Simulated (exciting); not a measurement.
Two BSE runs for the N K edge of Be3N2, space group P6_3/mmc. Run A: exciting, all-electron LAPW+lo, LDA, exchange and screened direct term (singlet BSE), 6×6×1 shifted k points, 25 conduction bands, |G+q| up to 3 bohr⁻¹, full RPA screening with nempty = 50, Lorentzian half width 0.45 eV. Run B has a fault in its input.

Energy from the Kohn–Sham onset, core level to the lowest empty state found on the meshes used; one zero for both, scaled to A's maximum:

```csv
E (eV),A,B
-4.5,0.02,0.00
-4.0,0.02,0.00
-3.5,0.02,0.00
-3.0,0.02,0.00
-2.5,0.03,0.00
-2.0,0.04,0.01
-1.5,0.05,0.01
-1.0,0.06,0.01
-0.5,0.10,0.02
0.0,0.18,0.04
0.5,0.39,0.09
1.0,0.57,0.13
1.5,0.68,0.14
2.0,0.68,0.14
2.5,0.66,0.13
3.0,0.65,0.08
3.5,0.57,0.04
4.0,0.61,0.02
4.5,0.69,0.01
5.0,0.68,0.01
5.5,0.82,0.01
6.0,1.00,0.00
6.5,0.94,0.00
7.0,0.91,0.00
7.5,0.75,0.00
8.0,0.59,0.00
8.5,0.53,0.00
9.0,0.50,0.00
9.5,0.50,0.00
10.0,0.55,0.00
10.5,0.49,0.00
11.0,0.42,0.00
11.5,0.36,0.00
12.0,0.32,0.00
12.5,0.32,0.00
13.0,0.32,0.00
13.5,0.37,0.00
```

Q: What most likely went wrong in run B?

Far too few conduction bands in the BSE (conduction bands from 25 to 2). The spectrum differs from run A by 95 % r.m.s. The highest maximum lies at 1.8 eV (0.15), against 5.9 eV (1.00). The first bright state moves from 0.61 to 0.65 eV. Transitions to the missing bands are absent and can't mix into the lines that are left. Other settings could leave a like mark; this is the change that was made.

[Banner, clock and machine lines of the logs are left out without a mark of their own.]

[Logs are printed without paths, hosts, clocks, repeated set-up lines and the standing remarks that a program may print on its own settings, such as how far it seeks lower states.]

[Hosts, paths, dates, database ids (printed as entryN), source tags and the programs' standing remarks are cut or masked in the printed files.]
